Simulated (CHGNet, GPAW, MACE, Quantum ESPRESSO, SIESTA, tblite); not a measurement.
**Quantum ESPRESSO on AlN(11-20)/C(110) interface (80 atoms): settings compared**

How far do other settings of Quantum ESPRESSO move the forces in AlN(11-20)/C(110) interface (80 atoms)? One run of the same program serves as the yardstick.

Method: the method is named at each step, in Quantum ESPRESSO 7.5.

### Step 1. The structure

The cell holds 80 atoms: 16 Al, 16 N and 48 C. Cell: a = 10.741 Å, b = 5.013 Å, c = 22.270 Å, α = 90.0°, β = 90.0°, γ = 90.0°. Wurtzite AlN(11-20), 4 repeat layers, 2 surface cells, strained -0.37 and +0.63 %; diamond-structure C(110), 4 layers, 6 cells, +0.37 and -0.62 %; outer planes 1.82 Å apart, 12 Å of vacuum above; not relaxed, displaced by a Gaussian of 0.02 Å. Then every atom was moved at random, 0.03 Å r.m.s. a Cartesian component. Regions: AlN, 32 atoms (16 Al and 16 N); C, 48 atoms (48 C). Vacuum lies along c.

The yardstick, on the same geometry:

* method: Kohn-Sham DFT, PBE, SSSP efficiency 1.3.0 pseudopotentials, plane waves (Quantum ESPRESSO 7.5); sssp-pbe-1.3.0-efficiency, cutoffs 60/480 Ry, Γ point
* r.m.s. force component: 1.825 eV/Å
* longest force: 5.581 eV/Å
* time: 8.6 min on 4 MPI ranks of Arm Neoverse N1, shared host
* CPU time: 34 min

### Step 2. PBE, gbrv-1.5, 40/200 Ry

Method: Kohn-Sham DFT, PBE, GBRV 1.5 ultrasoft pseudopotentials, plane waves.

Contents of pw.in:

```
&control
  calculation = 'scf'
  pseudo_dir = './pseudo'
  outdir = './tmp'
  disk_io = 'none'
  tprnfor = .true.
/
&system
  ibrav = 0
  nat = 80
  ntyp = 3
  ecutwfc = 40
  ecutrho = 200
  nosym = .true.
  occupations = 'smearing'
  smearing = 'fd'
  degauss = 0.003675
/
&electrons
  conv_thr = 4.0e-07
  electron_maxstep = 100
  mixing_beta = 0.2
  mixing_mode = 'local-TF'
  diagonalization = 'david'
/
ATOMIC_SPECIES
Al 26.982 Al.upf
N 14.007 N.upf
C 12.011 C.upf
CELL_PARAMETERS angstrom
10.74060 0.00000 0.00000
0.00000 5.01320 0.00000
0.00000 0.00000 22.27049
ATOMIC_POSITIONS crystal
Al 0.50247 0.00127 0.26858
N 0.33364 0.13349 0.27013
Al 0.32859 0.50945 0.26882
N 0.50519 0.61003 0.26900
Al 0.25241 0.00532 0.34016
N 0.08094 0.13025 0.34008
Al 0.08474 0.50227 0.34071
N 0.24357 0.62304 0.33851
Al 0.49836 0.01628 0.40836
N 0.33054 0.12582 0.41157
Al 0.32895 0.49784 0.41060
N 0.49986 0.63054 0.41244
Al 0.24653 0.00671 0.48081
N 0.08278 0.11640 0.47959
Al 0.08552 0.48880 0.47942
N 0.25171 0.62179 0.47749
Al 0.99885 0.00009 0.26990
N 0.83373 0.12237 0.27252
Al 0.83817 0.49961 0.26825
N 0.00091 0.60611 0.26795
Al 0.75520 0.00402 0.33856
N 0.58218 0.12574 0.34131
Al 0.58213 0.49414 0.34077
N 0.75393 0.61305 0.34021
Al 0.99930 0.00217 0.40985
N 0.83761 0.11942 0.40860
Al 0.83504 0.49786 0.40921
N 0.99679 0.61134 0.40606
Al 0.74974 0.00953 0.47938
N 0.58802 0.12372 0.47973
Al 0.57819 0.50607 0.47741
N 0.74442 0.61084 0.47863
C 0.42747 0.27431 0.56229
C 0.18448 0.02166 0.56007
C 0.26244 0.03205 0.61649
C 0.34513 0.28019 0.62045
C 0.43132 0.28274 0.67230
C 0.18395 0.03093 0.67430
C 0.25970 0.03363 0.73111
C 0.35088 0.28726 0.73103
C 0.43397 0.78227 0.56012
C 0.18159 0.52879 0.56167
C 0.26585 0.53099 0.61348
C 0.34455 0.78685 0.61862
C 0.43281 0.78766 0.67401
C 0.18393 0.53465 0.67191
C 0.26928 0.51650 0.73216
C 0.34808 0.78453 0.73179
C 0.09932 0.27905 0.56146
C 0.85032 0.03667 0.55812
C 0.93383 0.03579 0.61503
C 0.01262 0.27970 0.62169
C 0.09655 0.28235 0.67522
C 0.84516 0.03984 0.67448
C 0.93457 0.03028 0.73201
C 0.01519 0.28337 0.73226
[... 20 atom lines left out ...]
C 0.76597 0.79091 0.67645
C 0.51506 0.51895 0.67528
C 0.59702 0.52930 0.73510
C 0.68144 0.77495 0.72905
K_POINTS gamma
```

Launch:

```bash
> OMP_NUM_THREADS=1 mpirun -np 2 pw.x -in pw.in > output.txt
```

What it wrote:

```text
Program PWSCF
     gamma-point specific algorithms are used
     Parallelization info
     sticks:   dense  smooth     PW     G-vecs:    dense   smooth      PW
     Min        1532    1223    305               193376   138187   17285
     Max        1533    1224    306               193377   138188   17286
     Sum        3065    2447    611               386753   276375   34571
     bravais-lattice index     =            0
     lattice parameter (alat)  =      20.2968  a.u.
     unit-cell volume          =    8092.2622 (a.u.)^3
     number of atoms/cell      =           80
     number of atomic types    =            3
     number of electrons       =       320.00
     number of Kohn-Sham states=          192
     kinetic-energy cutoff     =      40.0000  Ry
     charge density cutoff     =     200.0000  Ry
     scf convergence threshold =      4.0E-07
     mixing beta               =       0.2000
     number of iterations used =            8  local-TF  mixing
     Exchange-correlation= SLA  PW   PBE  PBE
                           (   1   4   3   4   0   0   0)
     crystal axes: (cart. coord. in units of alat)
               a(1) = (   1.000000   0.000000   0.000000 )
               a(2) = (   0.000000   0.466752   0.000000 )
               a(3) = (   0.000000   0.000000   2.073487 )
     reciprocal axes: (cart. coord. in units 2 pi/alat)
               b(1) = (  1.000000  0.000000  0.000000 )
               b(2) = (  0.000000  2.142464  0.000000 )
               b(3) = (  0.000000  0.000000  0.482279 )
     PseudoPot. # 1 for Al:
     Pseudo is Ultrasoft + core correction, Zval =  3.0
     PseudoPot. # 2 for N :
     Pseudo is Ultrasoft + core correction, Zval =  5.0
     PseudoPot. # 3 for C :
     Pseudo is Ultrasoft + core correction, Zval =  4.0
     atomic species   valence    mass     pseudopotential
     Al                3.00    26.98200     Al( 1.00)
     N                 5.00    14.00700     N ( 1.00)
     C                 4.00    12.01100     C ( 1.00)
     No symmetry found
   Cartesian axes
     number of k points=     1  Fermi-Dirac smearing, width (Ry)=  0.0037
                       cart. coord. in units 2pi/alat
        k(    1) = (   0.0000000   0.0000000   0.0000000), wk =   2.0000000
     Dense  grid:   193377 G-vectors     FFT dimensions: (  96,  45, 192)
     Smooth grid:   138188 G-vectors     FFT dimensions: (  81,  40, 180)
     Initial potential from superposition of free atoms
     starting charge     319.9585, renormalised to     320.0000
     negative rho (up, down):  1.493E-03 0.000E+00
     Starting wfcs are  320 randomized atomic wfcs
     Self-consistent Calculation
     iteration #  1     ecut=    40.00 Ry     beta= 0.20
     negative rho (up, down):  1.374E-05 0.000E+00
     total energy              =    -980.64880584 Ry
     estimated scf accuracy    <      20.89735482 Ry
     iteration #  2     ecut=    40.00 Ry     beta= 0.20
     total energy              =    -978.79790216 Ry
     estimated scf accuracy    <       9.67828597 Ry
     iteration #  3     ecut=    40.00 Ry     beta= 0.20
     total energy              =    -978.45658693 Ry
     estimated scf accuracy    <       2.84591754 Ry
     iteration #  4     ecut=    40.00 Ry     beta= 0.20
     total energy              =    -978.57182794 Ry
     estimated scf accuracy    <       0.94204556 Ry
     iteration #  5     ecut=    40.00 Ry     beta= 0.20
     total energy              =    -978.50407985 Ry
     estimated scf accuracy    <       0.57028713 Ry
     iteration #  6     ecut=    40.00 Ry     beta= 0.20
     negative rho (up, down):  1.012E-06 0.000E+00
     total energy              =    -978.48987541 Ry
     estimated scf accuracy    <       0.35340728 Ry
[...]
negative rho (up, down):  1.201E-04 0.000E+00
[...]
negative rho (up, down):  8.260E-05 0.000E+00
[...]
negative rho (up, down):  3.201E-05 0.000E+00
[...]
total energy              =    -978.44172784 Ry
[...]
iteration # 30     ecut=    40.00 Ry     beta= 0.20
[...]
total energy              =    -978.44172781 Ry
     estimated scf accuracy    <       0.00000085 Ry
     iteration # 31     ecut=    40.00 Ry     beta= 0.20
     negative rho (up, down):  1.059E-03 0.000E+00
     total energy              =    -978.44172766 Ry
     estimated scf accuracy    <       0.00000052 Ry
     iteration # 32     ecut=    40.00 Ry     beta= 0.20
     negative rho (up, down):  1.043E-03 0.000E+00
     End of self-consistent calculation
          k = 0.0000 0.0000 0.0000 ( 17286 PWs)   bands (ev):
   -17.9597 -17.0747 -16.8606 -15.3351 -14.6801 -14.2591 -14.1478 -14.0459
   -13.4788 -13.4288 -13.4184 -12.8929 -12.8245 -12.7265 -12.6909 -12.6112
   -12.6051 -12.4650 -12.3453 -12.3282 -11.8277 -11.6696 -11.5937 -11.4431
   -11.4033 -11.3097 -11.2072 -11.0458 -10.9999 -10.8667 -10.7196 -10.6101
   -10.4846 -10.2676 -10.0856 -10.0740 -10.0386 -10.0068  -9.9797  -9.8317
    -9.3543  -9.2095  -9.1304  -9.1071  -8.9958  -8.5964  -8.4837  -8.1167
[...]
3.9471   4.1458   4.4373   4.6863   4.8706   4.9415   5.0994   5.6855
     7.0077   7.1271   7.2699   7.4844   7.7416   7.8616   7.8985   7.9839
     8.0383   8.1285   8.1688   8.2728   8.3236   8.4515   8.4664   8.5419
     the Fermi energy is     3.0111 ev
!    total energy              =    -978.44172763 Ry
     estimated scf accuracy    <       0.00000017 Ry
     smearing contrib. (-TS)   =      -0.01747126 Ry
     internal energy E=F+TS    =    -978.42425637 Ry
     The total energy is F=E-TS. E is the sum of the following terms:
     one-electron contribution =  -11108.33126937 Ry
     hartree contribution      =    5681.32368432 Ry
     xc contribution           =    -329.78507249 Ry
     ewald contribution        =    4778.36840116 Ry
     convergence has been achieved in  32 iterations
     negative rho (up, down):  1.043E-03 0.000E+00
     Forces acting on atoms (cartesian axes, Ry/au):
     atom    1 type  1   force =    -0.06309803   -0.04516399    0.04930687
     atom    2 type  2   force =     0.02458031    0.00457398   -0.00843019
     atom    3 type  1   force =     0.08514670   -0.04107691    0.03606094
     atom    4 type  2   force =    -0.04539132    0.06510055   -0.01229517
     atom    5 type  1   force =    -0.02296649    0.00800826   -0.03845572
     atom    6 type  2   force =     0.04442630   -0.03661605   -0.01558388
[...]
atom   78 type  3   force =    -0.04245000    0.13312747    0.01695276
     atom   79 type  3   force =     0.16800723    0.00991956   -0.09961450
     atom   80 type  3   force =    -0.18251424    0.05410969   -0.00054996
     Total force =     1.100283     Total SCF correction =     0.000914
     Message from routine punch:
     Nothing written, as per user request (disk_io='none')
```

It took 5 min on 2 MPI ranks of Arm Neoverse N1, shared host; peak memory 0.93 GiB.

Banners, paths, timers and routine set-up lines are dropped from the logs unmarked, and long logs keep their key lines alone; longer cuts are marked.

Against the reference:

| Quantity | Value |
| --- | --- |
| r.m.s. force component | 1.826 eV/Å |
| r.m.s. difference of force components | 10.84 meV/Å |
| longest difference of force vectors | 45.7 meV/Å |
| force difference over r.m.s. force | 0.5942 % |
| slope of forces against the reference's | 1.001 |
| correlation of force components | 1 |

Length of the force difference by element (eV/Å):

| element | atoms | mean | most |
| --- | --- | --- | --- |
| Al | 16 | 0.016 | 0.046 |
| C | 48 | 0.019 | 0.037 |
| N | 16 | 0.012 | 0.023 |

The surroundings of Al17, picked at random, nearest first, numbered as they follow in the input and with coordinates relative to it.

| atom | x | y | z | distance (Å) | bonds | Fx | Fy | Fz (eV/Å) |
| --- | --- | --- | --- | --- | --- | --- | --- | --- |
| Al17 | 0.00 | 0.00 | 0.00 | 0.00 | 3 | -1.07 | -1.48 | 1.05 |
| N18 | -1.77 | 0.61 | 0.06 | 1.88 | 3 | 0.68 | 1.02 | -1.82 |
| N6 | 0.88 | 0.65 | 1.56 | 1.91 | 4 | 1.14 | -0.94 | -0.40 |
| N20 | 0.02 | -1.98 | -0.04 | 1.98 | 3 | 0.47 | 2.01 | -0.28 |
| Al21 | -2.62 | 0.02 | 1.53 | 3.03 | 4 | -0.87 | -0.73 | 0.37 |
| N20 | 0.02 | 3.04 | -0.04 | 3.04 | 3 | 0.47 | 2.01 | -0.28 |
| Al19 | -1.73 | 2.50 | -0.04 | 3.04 | 3 | 0.54 | -1.24 | 1.56 |
| Al19 | -1.73 | -2.51 | -0.04 | 3.05 | 3 | 0.54 | -1.24 | 1.56 |
| Al7 | 0.92 | -2.50 | 1.58 | 3.09 | 4 | -1.35 | -0.19 | -1.83 |
| Al7 | 0.92 | 2.52 | 1.58 | 3.11 | 4 | -1.35 | -0.19 | -1.83 |
| Al25 | 0.00 | 0.01 | 3.12 | 3.12 | 4 | -0.15 | -0.74 | 0.20 |
| Al5 | 2.72 | 0.03 | 1.56 | 3.14 | 4 | -0.59 | 0.21 | -0.99 |

Forces lie 0.59 % from the reference's, at 0.29 times its CPU time (on 2 against 4 cores).

### Step 3. Outcome

* force difference from the reference: QE PBE, gbrv-1.5, 40/200 Ry, 0.59 %
* its CPU time: 10 min

PBE on plane waves or a grid with other potentials, cutoffs or grids differs from the reference by 0.59 % (QE PBE, gbrv-1.5, 40/200 Ry) of the r.m.s. force; this holds the reference's own error, so differences of a few per cent don't tell which side is nearer the exact PBE result. One electronic-structure run takes under half the reference's CPU time: QE PBE, gbrv-1.5, 40/200 Ry, at 0.59 % in 10 min against 34 min. The cell is under 6 Å thick along one periodic direction, so every atom has periodic images of itself close by, which move with it and show among its neighbours and in g(r). The host structure and its lattice constant were typed by rule, without a check against the phase diagram. The runs have no spin polarisation, so any moments at edges, vacancies or dangling bonds can't form. The electronic-structure runs sample only Γ, in a cell whose shortest periodic width is 5 Å, which is coarse for a cell with partly filled levels.

[Also dropped from logs without a mark: logging warnings of Python, and SIESTA's first energy breakdown and zero terms.]

[Logs are printed without paths, hosts, clocks, repeated set-up lines and the standing remarks that a program may print on its own settings, such as how far it seeks lower states.]

[Hosts, paths, dates, database ids (printed as entryN), source tags and the programs' standing remarks are cut or masked in the printed files.]
